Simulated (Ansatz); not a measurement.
# LuHg (Pm-3m): from the cell to its phonons

Aim: the vibrations of LuHg (Pm-3m), their spectra, and whether the structure is stable.

Method: DFT PBEsol, scalar-relativistic, plane waves, PAW; PAW set soft_1, in Ansatz 0.2.0.

## 1. The structure

It takes space group Pm-3m (No. 221, cubic). The conventional cell has a = 3.607 Å, b = 3.607 Å, c = 3.607 Å, α = 90.00°, β = 90.00°, γ = 90.00°. Lu has 8 Hg at 3.12 Å nearest. Nearest to Hg lie 8 Lu at 3.12 Å. Farther neighbours are not listed.

## 2. Bringing the structure to rest

The cell and atoms are relaxed, since residual forces and stress would shift the frequencies.

Input file input.yaml:

```yaml
crystal:
  lattice:
    - [3.607, 0.0, 0.0]
    - [0.0, 3.607, 0.0]
    - [0.0, 0.0, 3.607]
  atoms:
    - { symbol: Lu, position: [0.5, 0.5, 0.5] }
    - { symbol: Hg, position: [0.0, 0.0, 0.0] }
kpoints:
  mp_grid: { grid: [12, 12, 12] }
hamiltonian:
  xc: pbesol
  pseudopotentials: { kind: paw, azcp: { folder: soft_1 }, xc_functional: pbe }
scf:
  occupations: { method: gaussian, width: 0.1 }
output:
  forces: true
  stress: true
  eigenvalues: true
relax:
  adjacent_minimum: "off"
  f_tol: 0.005
  max_steps: 80
  cell: { stress_tol: 0.05 }
```

Run with:

```sh
$ ansatz run input.yaml --threads 4 --pin off --max-ram 10240MiB --backend cpu --events-out ev --progress --plain --runs-dir out
```

Numbers of over 12 decimals in the logs are rounded to 6 here.

The log of the run:

```text
Engine: ansatz 0.2.0, aarch64-unknown-linux-gnu
Pseudopotentials: kind: paw
Pseudopotential: Lu, paw, valence charge 25, recommended cutoff 420 eV (normal), soft_1/Lu.paw.azcp
Pseudopotential: Hg, paw, valence charge 20, recommended cutoff 420 eV (normal), soft_1/Hg.paw.azcp
Functional definition: PBEsol
  exchange = pbesol_x
  correlation = pbesol_c
Crystal: 2 atoms, lattice volume = 46.929 Å³
Basis set: ecut = 420 eV, 925 PW (Γ), exchange–correlation on 50×50×50 points (8 copies of the dense FFT grid, shifted against one another)
Bands: 27, of which v1, the nominal top of the filled ones, is band 23 counted from 1 (22 counted from 0)
Symmetry: 48 space group operations
Space group: Pm-3m (ITA 221), of the structure as read, at distance tolerance 3.6e-5 Å
k-points: 84 of 1728
Non-local potential: Lu, projectors of the file, l = 0: 3, l = 1: 2, l = 2: 2, l = 3: 3
Non-local potential: Hg, projectors of the file, l = 0: 3, l = 1: 2, l = 2: 2, l = 3: 1
PAW form: soft (Blöchl's): semilocal exchange-correlation on the pseudo side does not see the compensation charge
PAW frozen core: Lu, regenerated for the run's functional, and the local potential with it (the file was generated under x = pbe(κ = 0.804, μ = 0.219515), c = pbe(β = 0.066725))
PAW frozen core: Hg, regenerated for the run's functional, and the local potential with it (the file was generated under x = pbe(κ = 0.804, μ = 0.219515), c = pbe(β = 0.066725))
PAW one-centre angular grid: Lu, 590 points (default); XC on 64 Gauss nodes
PAW one-centre angular grid: Hg, 590 points (default); XC on 64 Gauss nodes
Initial density: superposition of atomic densities (chi_scale 0.1, normalization cell, long waves kept (reshape's long-wave potential 0.00 eV rms))
Initial wavefunctions: pseudopotential atomic-orbital guess
Functional: x = pbesol(κ = 0.804, μ = 0.123457), c = pbesol(β = 0.046)
SCF iter   1: F=—  HF=-28286.920083 eV  |F-HF|=—  |Δ(HF+E_count)|=         —  Δρ=1.42e-1  dr2=1.62e1  ethr=3.10e-3  ⟨swp⟩=5.2  Hψ=11242  notcnv=0
preconditioner: auto → Kerker (q_TF=auto, 2.709 Å⁻¹)  [metal: Δε(μ)=0.026 eV  Ē_g=12.460 eV  σ=0.100 eV  W_gap=0.15  n_scr=18 (ndim 8)  ℏωp=32.1 eV  f_vac=0.000  D(μ)=2.82/eV (n_scr^D=26)]
SCF iter   2: F=—  HF=-28283.672182 eV  |F-HF|=—  |Δ(HF+E_count)|=    3.25e0  Δρ=3.90e-2  dr2=1.48e0  ethr=3.10e-3  ⟨swp⟩=4.3  Hψ=6783  notcnv=0
SCF iter   3: F=—  HF=-28283.287670 eV  |F-HF|=—  |Δ(HF+E_count)|=   3.85e-1  Δρ=2.38e-2  dr2=3.68e-1  ethr=3.10e-3  ⟨swp⟩=3.0  Hψ=5038  notcnv=0
SCF iter   4: F=—  HF=-28283.143504 eV  |F-HF|=—  |Δ(HF+E_count)|=   1.44e-1  Δρ=1.22e-2  dr2=7.69e-2  ethr=8.19e-4  ⟨swp⟩=3.1  Hψ=5372  notcnv=0
SCF iter   5: F=—  HF=-28283.148858 eV  |F-HF|=—  |Δ(HF+E_count)|=   5.35e-3  Δρ=4.39e-3  dr2=4.67e-3  ethr=1.71e-4  ⟨swp⟩=3.0  Hψ=6231  notcnv=0
SCF iter   6: F=—  HF=-28283.147279 eV  |F-HF|=—  |Δ(HF+E_count)|=   1.58e-3  Δρ=9.76e-4  dr2=8.41e-4  ethr=1.04e-5  ⟨swp⟩=2.7  Hψ=4911  notcnv=0
SCF iter   7: F=—  HF=-28283.147078 eV  |F-HF|=—  |Δ(HF+E_count)|=   2.01e-4  Δρ=3.36e-4  dr2=8.68e-5  ethr=1.87e-6  ⟨swp⟩=2.2  Hψ=3918  notcnv=0
SCF iter   8: F=—  HF=-28283.147071 eV  |F-HF|=—  |Δ(HF+E_count)|=   7.21e-6  Δρ=6.97e-5  dr2=4.58e-6  ethr=1.93e-7  ⟨swp⟩=2.4  Hψ=4147  notcnv=0
SCF iter   9: F=—  HF=-28283.147082 eV  |F-HF|=—  |Δ(HF+E_count)|=   1.07e-5  Δρ=1.91e-5  dr2=3.01e-7  ethr=1.02e-8  ⟨swp⟩=2.5  Hψ=4497  notcnv=0
SCF iter  10: F=-28283.147081 eV  HF=-28283.147081 eV  |F-HF|=9.33e-9  |Δ(HF+E_count)|=   5.97e-8  Δρ=4.87e-6  dr2=1.36e-8  ethr=2.22e-10  ⟨swp⟩=9.5  Hψ=16322  notcnv=0
SCF 1 converged in 10 iterations: F = -28283.147081 eV  dr2 = 1.36e-8
  greatest PAW one-centre occupation: 1.000 electrons in one spin orbital (limit 2), on the Hg atom at site 1 (counted from 0), in its partial waves of l = 0
relax step   1: F+E_penalty+E_count = -28283.14708146 eV  Δ(F+E_penalty+E_count) = +0.000e0 eV  max|allowed force component| = 1.597e-29 eV/Å  Δτ_max = 0.0000 Å  P = -1.172 GPa  Ω = 46.929 Å³  (10 SCF iters, dr2 threshold 1.00e-7 eV, accepted)
Crystal: 2 atoms, lattice volume = 45.700 Å³
Basis set: ecut = 420 eV, 895 PW (Γ), exchange–correlation on 50×50×50 points (8 copies of the dense FFT grid, shifted against one another)
Initial density: handed on by an earlier stage of this run
Initial wavefunctions: those handed on with the density
iter 1 solved again at ethr=2.61e-5 eV; its pass at ethr=3.10e-3 eV (dr2=1.17e-2 eV) is discarded
SCF iter   1: F=—  HF=-28283.152104 eV  |F-HF|=—  |Δ(HF+E_count)|=         —  Δρ=3.44e-3  dr2=1.15e-2  ethr=2.61e-5  ⟨swp⟩=2.7  Hψ=15035  notcnv=0
preconditioner: auto → Kerker (q_TF=auto, 2.721 Å⁻¹)  [metal: Δε(μ)=0.025 eV  Ē_g=12.275 eV  σ=0.100 eV  W_gap=0.14  n_scr=18 (ndim 8)  ℏωp=32.5 eV  f_vac=0.000  D(μ)=1.50/eV (n_scr^D=6)]
SCF iter   2: F=—  HF=-28283.149432 eV  |F-HF|=—  |Δ(HF+E_count)|=   2.67e-3  Δρ=1.79e-3  dr2=3.60e-3  ethr=2.56e-5  ⟨swp⟩=2.0  Hψ=2853  notcnv=0
SCF iter   3: F=—  HF=-28283.148552 eV  |F-HF|=—  |Δ(HF+E_count)|=   8.80e-4  Δρ=7.19e-4  dr2=2.14e-4  ethr=8.00e-6  ⟨swp⟩=2.0  Hψ=3535  notcnv=0
SCF iter   4: F=—  HF=-28283.148560 eV  |F-HF|=—  |Δ(HF+E_count)|=   8.06e-6  Δρ=5.87e-4  dr2=8.56e-5  ethr=4.76e-7  ⟨swp⟩=3.2  Hψ=5158  notcnv=0
SCF iter   5: F=—  HF=-28283.148465 eV  |F-HF|=—  |Δ(HF+E_count)|=   9.54e-5  Δρ=1.68e-4  dr2=2.01e-5  ethr=1.90e-7  ⟨swp⟩=3.5  Hψ=5363  notcnv=0
SCF iter   6: F=—  HF=-28283.148468 eV  |F-HF|=—  |Δ(HF+E_count)|=   3.10e-6  Δρ=1.56e-4  dr2=1.17e-5  ethr=4.47e-8  ⟨swp⟩=3.0  Hψ=5278  notcnv=0
SCF iter   7: F=—  HF=-28283.148465 eV  |F-HF|=—  |Δ(HF+E_count)|=   3.38e-6  Δρ=4.84e-5  dr2=1.17e-6  ethr=2.59e-8  ⟨swp⟩=2.1  Hψ=3670  notcnv=0
SCF iter   8: F=-28283.148464 eV  HF=-28283.148464 eV  |F-HF|=1.67e-8  |Δ(HF+E_count)|=   3.44e-7  Δρ=4.66e-6  dr2=8.74e-9  ethr=4.44e-10  ⟨swp⟩=7.5  Hψ=16477  notcnv=0
SCF 2 converged in 8 iterations: F = -28283.148464 eV  dr2 = 8.74e-9
relax step   2: F+E_penalty+E_count = -28283.14846427 eV  Δ(F+E_penalty+E_count) = -1.383e-3 eV  max|allowed force component| = 1.394e-29 eV/Å  Δτ_max = 0.0000 Å  P = +0.987 GPa  Ω = 45.700 Å³  energy of the carried Pulay correction = +4.685e-4 eV  (8 SCF iters, dr2 threshold 2.00e-7 eV, accepted)
Crystal: 2 atoms, lattice volume = 46.253 Å³
iter 1 solved again at ethr=4.09e-6 eV; its pass at ethr=3.10e-3 eV (dr2=1.84e-3 eV) is discarded
SCF iter   1: F=—  HF=-28283.150652 eV  |F-HF|=—  |Δ(HF+E_count)|=         —  Δρ=1.54e-3  dr2=2.34e-3  ethr=4.09e-6  ⟨swp⟩=3.1  Hψ=13055  notcnv=0
preconditioner: auto → Kerker (q_TF=auto, 2.716 Å⁻¹)  [metal: Δε(μ)=0.027 eV  Ē_g=12.261 eV  σ=0.100 eV  W_gap=0.15  n_scr=18 (ndim 8)  ℏωp=32.3 eV  f_vac=0.000  D(μ)=1.36/eV (n_scr^D=6)]
SCF iter   2: F=—  HF=-28283.150113 eV  |F-HF|=—  |Δ(HF+E_count)|=   5.39e-4  Δρ=8.01e-4  dr2=7.28e-4  ethr=4.09e-6  ⟨swp⟩=2.0  Hψ=3013  notcnv=0
SCF iter   3: F=—  HF=-28283.149916 eV  |F-HF|=—  |Δ(HF+E_count)|=   1.97e-4  Δρ=3.04e-4  dr2=4.97e-5  ethr=1.62e-6  ⟨swp⟩=2.0  Hψ=3546  notcnv=0
SCF iter   4: F=—  HF=-28283.149910 eV  |F-HF|=—  |Δ(HF+E_count)|=   5.75e-6  Δρ=2.56e-4  dr2=1.78e-5  ethr=1.10e-7  ⟨swp⟩=3.0  Hψ=5151  notcnv=0
SCF iter   5: F=—  HF=-28283.149894 eV  |F-HF|=—  |Δ(HF+E_count)|=   1.54e-5  Δρ=7.50e-5  dr2=2.90e-6  ethr=3.95e-8  ⟨swp⟩=3.5  Hψ=5005  notcnv=0
SCF iter   6: F=—  HF=-28283.149894 eV  |F-HF|=—  |Δ(HF+E_count)|=   6.25e-7  Δρ=3.47e-5  dr2=4.07e-7  ethr=6.44e-9  ⟨swp⟩=2.2  Hψ=4044  notcnv=0
SCF iter   7: F=-28283.149894 eV  HF=-28283.149894 eV  |F-HF|=3.11e-8  |Δ(HF+E_count)|=   1.29e-7  Δρ=4.56e-6  dr2=1.69e-8  ethr=4.44e-10  ⟨swp⟩=8.7  Hψ=14091  notcnv=0
SCF 3 converged in 7 iterations: F = -28283.149894 eV  dr2 = 1.69e-8
relax step   3: F+E_penalty+E_count = -28283.14989368 eV  Δ(F+E_penalty+E_count) = -1.429e-3 eV  max|allowed force component| = 8.423e-30 eV/Å  Δτ_max = 0.0000 Å  P = -0.025 GPa  Ω = 46.253 Å³  energy of the carried Pulay correction = +2.559e-4 eV  (7 SCF iters, dr2 threshold 2.00e-7 eV, accepted)
Basis set: ecut = 420 eV, 895 PW (Γ), exchange–correlation on 48×48×48 points (8 copies of the dense FFT grid, shifted against one another)
Initial wavefunctions: pseudopotential atomic-orbital guess (no wavefunctions were taken with the density)
iter 1 solved again at ethr=5.80e-9 eV; its pass at ethr=3.10e-3 eV (dr2=2.61e-6 eV) is discarded
SCF iter   1: F=—  HF=-28283.149676 eV  |F-HF|=—  |Δ(HF+E_count)|=         —  Δρ=2.94e-5  dr2=9.38e-8  ethr=5.80e-9  ⟨swp⟩=6.0  Hψ=23628  notcnv=0
preconditioner: auto → Kerker (q_TF=auto, 2.716 Å⁻¹)  [metal: Δε(μ)=0.026 eV  Ē_g=12.256 eV  σ=0.100 eV  W_gap=0.15  n_scr=18 (ndim 8)  ℏωp=32.3 eV  f_vac=0.000  D(μ)=1.39/eV (n_scr^D=6)]
SCF iter   2: F=—  HF=-28283.149641 eV  |F-HF|=—  |Δ(HF+E_count)|=   3.53e-5  Δρ=1.99e-5  dr2=8.41e-8  ethr=2.08e-10  ⟨swp⟩=3.1  Hψ=5660  notcnv=0
SCF iter   3: F=—  HF=-28283.149641 eV  |F-HF|=—  |Δ(HF+E_count)|=   1.75e-8  Δρ=1.09e-5  dr2=1.74e-8  ethr=1.87e-10  ⟨swp⟩=3.0  Hψ=4230  notcnv=0
SCF iter   4: F=—  HF=-28283.149641 eV  |F-HF|=—  |Δ(HF+E_count)|=  4.84e-10  Δρ=3.67e-6  dr2=3.09e-9  ethr=3.86e-11  ⟨swp⟩=2.0  Hψ=4016  notcnv=0
SCF iter   5: F=—  HF=-28283.149641 eV  |F-HF|=—  |Δ(HF+E_count)|=  4.00e-11  Δρ=8.79e-7  dr2=3.67e-10  ethr=6.86e-12  ⟨swp⟩=2.1  Hψ=4063  notcnv=0
SCF iter   6: F=-28283.149641 eV  HF=-28283.149641 eV  |F-HF|=7.28e-12  |Δ(HF+E_count)|=  6.55e-11  Δρ=2.48e-7  dr2=2.00e-11  ethr=1.00e-12  ⟨swp⟩=8.7  Hψ=19612  notcnv=0
SCF 4 converged in 6 iterations: F = -28283.149641 eV  dr2 = 2.00e-11
relax step   4: F+E_penalty+E_count = -28283.14964115 eV  Δ(F+E_penalty+E_count) = +2.525e-4 eV  max|allowed force component| = 2.722e-29 eV/Å  Δτ_max = 0.0000 Å  P = -0.028 GPa  Ω = 46.253 Å³  stress off target by 2.80e-2 GPa  SCF on the basis re-selected at this cell (its energy is not comparable with the rows above)  (6 SCF iters)
basis re-selected at this cell: Δ(F+E_penalty+E_count) = +2.525e-4 eV, ΔP = -0.003 GPa vs the last step (what re-selecting the basis moved, of the pressure what is left beyond the Pulay correction that the steps carried, after the strain that the cell walked since its last selection, with what the two solves' SCF thresholds leave and, on support functions, any second-order correction that the steps lacked; it is no measure of the basis error at this ecutwfc). The dense FFT grid was sized anew with the basis: this SCF ran on 24×24×24 points, the steps before it on 25×25×25, so part of this shift can come from that change (see relax.cell in the input reference). [rest of the remark cut]
SCF converged after 6 iterations
Free energy (F): -28283.149641 eV
Harris-Foulkes:  -28283.149641 eV  (|F-HF|=7.28e-12)
Internal energy: -28283.142672 eV  (E = F + TS)
E sigma→0 (E₀):  -28283.146157 eV
Entropy (-TS):   -0.006969 eV (-3.485 meV/atom)
Fermi energy:    16.939937 eV
--- Per-component energies (eV) ---
  E_band       = -300.763816
  E_kinetic    = 993.479876
  E_local      = -8773.328424  (includes V_loc(G=0)·N_el)
  E_nonlocal   = 769.001708
  E_hartree    = 3695.811787
  E_xc         = -416.851920
  E_vxc        = -503.279858  (∫ρ·V_xc dr)
  E_paw        = -17111.161013  (= ΣΔE_a)
  E_vpaw       = -178.261335  (= ΣTr[D̂ρ^β])
  E_aug_tail   = 0.000473  (compensation charges beyond the density's cutoff)
  E_ewald      = -7441.615753
  E_core_change = 1.520594  (= ΣΔE_core)
  E_smearing   = -0.006969  (= −TS)
  E_closure    = -0.000000  (closes the sum)
  Σ components = -28283.149641   (vs F -28283.149641, Δ=0.00e0)
--- Forces (eV/Å), atoms counted from 1 ---
  atom   1  Lu     0.00000000     0.00000000     0.00000000
  atom   2  Hg     0.00000000     0.00000000    -0.00000000
  max |Σ_I F_I| component: 5.50e-29 eV/Å
--- Stress (GPa, compression-positive) ---
       -0.028013      -0.000000      -0.000000
       -0.000000      -0.028013      -0.000000
       -0.000000      -0.000000      -0.028013
  P = ⅓ Tr σ = -0.0280 GPa (-0.280 kbar)
--- Band table (eV; the first three rows and the last of 84) ---
  k-point 0: bands = [... 19 lower, 11.4120, 11.4322, 17.4048, 17.4048, 21.4494, 21.4494, 21.4494, 21.4974]
  k-point 1: bands = [... 19 lower, 11.4152, 11.4356, 17.3360, 17.3813, 20.5439, 20.5439, 20.9182, 21.4257]
  k-point 2: bands = [... 19 lower, 11.4241, 11.4451, 16.9226, 17.3165, 19.7360, 19.7360, 20.2681, 21.3612]
  k-point 83: bands = [... 19 lower, 11.4366, 14.8235, 14.8235, 14.8235, 15.3694, 22.2949, 22.2949, 22.2949]
--- Relaxed structure (3 steps of the walk, 3 accepted, 1 SCFs on fresh bases) ---
  F+E_penalty+E_count = -28283.14964115 eV   max|allowed force component| = 2.722e-29 eV/Å   (the final SCF, on the basis selected at the relaxed cell)
  cell:  # Å, volume = 46.2534 Å³
    - [3.589615, 0, 0]
    - [0, 3.589615, 0.0]
    - [0, 0.0, 3.589615]
  atoms:
    - { symbol: Lu, position: [0.5, 0.5, 0.5] }
    - { symbol: Hg, position: [0, 0, 0] }
```

Wall time 8.3 s (4 threads of Arm Neoverse V2, shared host); peak memory 0.42 GiB.

The steps of the relaxation:

| step | energy less that of the first step (eV) | largest force component (eV/Å) | pressure (GPa) | volume (Å³) |
| --- | --- | --- | --- | --- |
| 1 | 0.0000 | 0.0000 | -1.17 | 46.93 |
| 2 | -0.0014 | 0.0000 | 0.99 | 45.70 |
| 3 | -0.0028 | 0.0000 | -0.03 | 46.25 |
| 4* | -0.0026 | 0.0000 | -0.03 | 46.25 |

Relaxation steps marked * repeat the geometry before them on a plane-wave basis chosen anew for their cell, so energy and pressure can jump there.

Forces are held to the 48 operations that the run works with; a distortion that breaks them can't arise in this run.

| conventional cell, symmetrised | before | after | change |
| --- | --- | --- | --- |
| a (Å) | 3.607 | 3.590 | -0.5 % |
| b (Å) | 3.607 | 3.590 | -0.5 % |
| c (Å) | 3.607 | 3.590 | -0.5 % |
| volume (Å³/atom) | 23.46 | 23.13 | -1.4 % |

Final coordinates:

```
Lu Hg
1.0
     3.58962    0.00000    0.00000
     0.00000    3.58962    0.00000
     0.00000    0.00000    3.58962
Lu Hg
1 1
Direct
  0.50000 0.50000 0.50000
  0.00000 0.00000 0.00000
```

This step gave:

```
pressure          : -0.02801 GPa
volume per atom   : 23.13 Å³
gap on the k-mesh : 0 eV
```

In this step the volume went from 23.46 to 23.13 Å³/atom.

## 3. Relaxing to small forces for the phonons

Phonons need a cell at rest on their own settings, so the relaxation is repeated with tight tolerances on forces and stress on the k mesh and occupations of the first response run.

input.yaml, the sections that differ from step 2:

```yaml
crystal:
  lattice:
    - [3.5896151594, 0.0, 0.0]
    - [0.0, 3.5896151594, 0.0]
    - [0.0, 0.0, 3.5896151594]
  atoms:
    - { symbol: Lu, position: [0.5, 0.5, 0.5] }
    - { symbol: Hg, position: [0.0, 0.0, 0.0] }
scf:
  occupations: { method: methfessel_paxton, width: 0.2 }
relax:
  adjacent_minimum: "off"
  f_tol: 0.001
  max_steps: 60
  cell: { stress_tol: 0.01 }
# kpoints, hamiltonian, output: as in step 2
```

The log of the run:

```text
[...]
Crystal: 2 atoms, lattice volume = 46.253 Å³
Basis set: ecut = 420 eV, 895 PW (Γ), exchange–correlation on 48×48×48 points (8 copies of the dense FFT grid, shifted against one another)
Bands: 27, of which v1, the nominal top of the filled ones, is band 23 counted from 1 (22 counted from 0)
Symmetry: 48 space group operations
[...]
k-points: 84 of 1728
[...]
k-point 83: bands = [... 19 lower, 11.4323, 14.8232, 14.8232, 14.8232, 15.3713, 22.2944, 22.2944, 22.2944]
--- Relaxed structure (1 steps of the walk, 1 accepted, 1 SCFs on fresh bases) ---
[...]
cell:  # Å, volume = 46.2534 Å³
    - [3.5896151594, 0.0, 0.0]
    - [0.0, 3.5896151594, 0.0]
    - [0.0, 0.0, 3.5896151594]
  atoms:
    - { symbol: Lu, position: [0.500000, 0.500000, 0.500000] }
    - { symbol: Hg, position: [0.0, 0.0, 0.0] }
[key lines of the parts left out:]
SCF converged after 8 iterations
Free energy (F): -28283.145335 eV
Fermi energy:    16.954296 eV
P = ⅓ Tr σ = -0.0052 GPa (-0.052 kbar)
```

Run time: 4.2 s. Hardware: 4 threads; peak memory 0.42 GiB.

Little changed from the start: no atom moved by 0.005 Å and no cell edge by 0.1 %.

This step gave:

```yaml
pressure: -0.005164 GPa
```

The forces vanish by symmetry and the pressure is -0.005 GPa, within the tolerances set. The cell now holds 23.13 Å³/atom.

## 4. Linear response at the zone centre

The zone centre comes first: it holds the modes that light can see, as far as symmetry allows. No field response is asked, since the mesh shows no gap.

input.yaml, as its differences from that of step 3:

```diff
@@ -16,9 +16,4 @@
 output:
-  forces: true
-  stress: true
   eigenvalues: true
-relax:
-  adjacent_minimum: "off"
-  f_tol: 0.001
-  max_steps: 60
-  cell: { stress_tol: 0.01 }
+phonons:
+  method: dfpt
```

The log of the run:

```text
[...]
Crystal: 2 atoms, lattice volume = 46.253 Å³
Basis set: ecut = 420 eV, 895 PW (Γ), exchange–correlation on 48×48×48 points (8 copies of the dense FFT grid, shifted against one another)
Bands: 27, of which v1, the nominal top of the filled ones, is band 23 counted from 1 (22 counted from 0)
Symmetry: 48 space group operations
k-points: 196 of 1728 (irreducible under 8 space group operations, time reversal used)
[...]
SCF iter   1: F=—  HF=-28286.957920 eV  |F-HF|=—  |Δ(HF+E_count)|=         —  Δρ=1.44e-1  dr2=1.63e1  ethr=3.10e-3  ⟨swp⟩=5.3  Hψ=26001  notcnv=0
[...]
SCF iter  13: F=-28283.145335 eV  HF=-28283.145335 eV  |F-HF|=7.28e-12  |Δ(HF+E_count)|=  5.09e-11  S|Δr|=    0.00e0  Δρ=9.68e-8  dr2=2.53e-12  ethr=1.00e-12  ⟨swp⟩=9.9  Hψ=42058  notcnv=0
SCF 1 converged in 13 iterations: F = -28283.145335 eV  dr2 = 2.53e-12
[...]
DFPT response loops at Γ: preconditioner auto → Kerker (q_TF=auto, 2.716 Å⁻¹) (partly filled bands, converged f_vac=0.000); β = 1.00, the filter's whole step (`scf.mixing.beta` (0.50) is not read by the response loops under this deck's `scf.mixing.preconditioner`; to damp them name `kerker` or `kerker_dos`, under which they read `scf.mixing.beta`, and type it under 1.00, their step now; both keys bind the ground state too); Broyden in place of MSR1
SCF converged after 13 iterations
[...]
Free energy (F): -28283.145335 eV
[...]
Internal energy: -28283.147850 eV  (E = F + TS)
E sigma→0 (E₀):  -28283.145964 eV
Entropy (-TS):   0.002514 eV (1.257 meV/atom)
Fermi energy:    16.954296 eV
[...]
--- Band table (eV; the first three rows and the last of 196) ---
  k-point 0: bands = [... 19 lower, 11.4076, 11.4281, 17.4032, 17.4032, 21.4466, 21.4466, 21.4466, 21.4979]
  k-point 1: bands = [... 19 lower, 11.4109, 11.4315, 17.3346, 17.3798, 20.5426, 20.5426, 20.9185, 21.4228]
  k-point 2: bands = [... 19 lower, 11.4197, 11.4410, 16.9219, 17.3148, 19.7346, 19.7346, 20.2676, 21.3583]
  k-point 195: bands = [... 19 lower, 11.4323, 14.8232, 14.8232, 14.8232, 15.3713, 22.2944, 22.2944, 22.2944]
--- Phonons (Γ-DFPT): 2 representative perturbations + reference, on 196 of 1728 k-points (Σ response iterations 6) ---
  k mesh reduced under 8 symmetry operations, with k and −k counted as one. Each operation leaves every solved perturbation unchanged. A smaller set is not used because it would not reduce the number of displacements times k-points to solve
  ASR residual: 1.297e-4 → 0.000e0 eV/Å²; symmetrization residual: 2.283e-5 eV/Å²
  ASR residual per site (eV/Å²): 6.52e-5 1.30e-4
  Γ frequencies (cm⁻¹): 0.00 0.00 0.00 86.75 86.75 86.75
  non-analytic LO–TO correction: not included (Born effective charges unavailable; polar crystals: no LO–TO splitting at Γ)
```

It took 19 s on 4 threads; peak memory 0.9 GiB; 69 s of CPU time.

Numbers from this step:

```yaml
sum_rule_residual_before_enforcement: 1.30e-4 eV/Å²
point_group: m-3m
highest_optical_mode_at_the_zone_centre_no_lo_to_term: 86.75 cm⁻¹
lowest_optical_zone_centre_mode: 86.75 cm⁻¹
```

Patterns of degenerate modes are one choice out of their space. Modes at Γ, with each element's share of the kinetic energy:

| mode | frequency (cm⁻¹) | symmetry | Lu % | Hg % |
| --- | --- | --- | --- | --- |
| 1 | 0.0 | acoustic | 47 | 53 |
| 2 | 0.0 | acoustic | 47 | 53 |
| 3 | 0.0 | acoustic | 47 | 53 |
| 4 | 86.8 | T1u | 53 | 47 |
| 5 | 86.8 | T1u | 53 | 47 |
| 6 | 86.8 | T1u | 53 | 47 |

Displacements in mode 4 (86.8 cm⁻¹), the largest set to 1:
```
Lu1  0.00  0.31  1.00
Hg2  0.00 -0.27 -0.87
```

Before it was imposed, the acoustic sum rule was missed by 1.3e-4 eV/Å². Small misses are needed for a sound result but don't prove that mesh and cutoff are converged. The lowest optical mode is real, 86.8 cm⁻¹.

[end of part 1 of 2]

[Logs are printed without paths, hosts, clocks, repeated set-up lines and the standing remarks that a program may print on its own settings, such as how far it seeks lower states.]

[Hosts, paths, dates, database ids (printed as entryN), source tags and the programs' standing remarks are cut or masked in the printed files.]
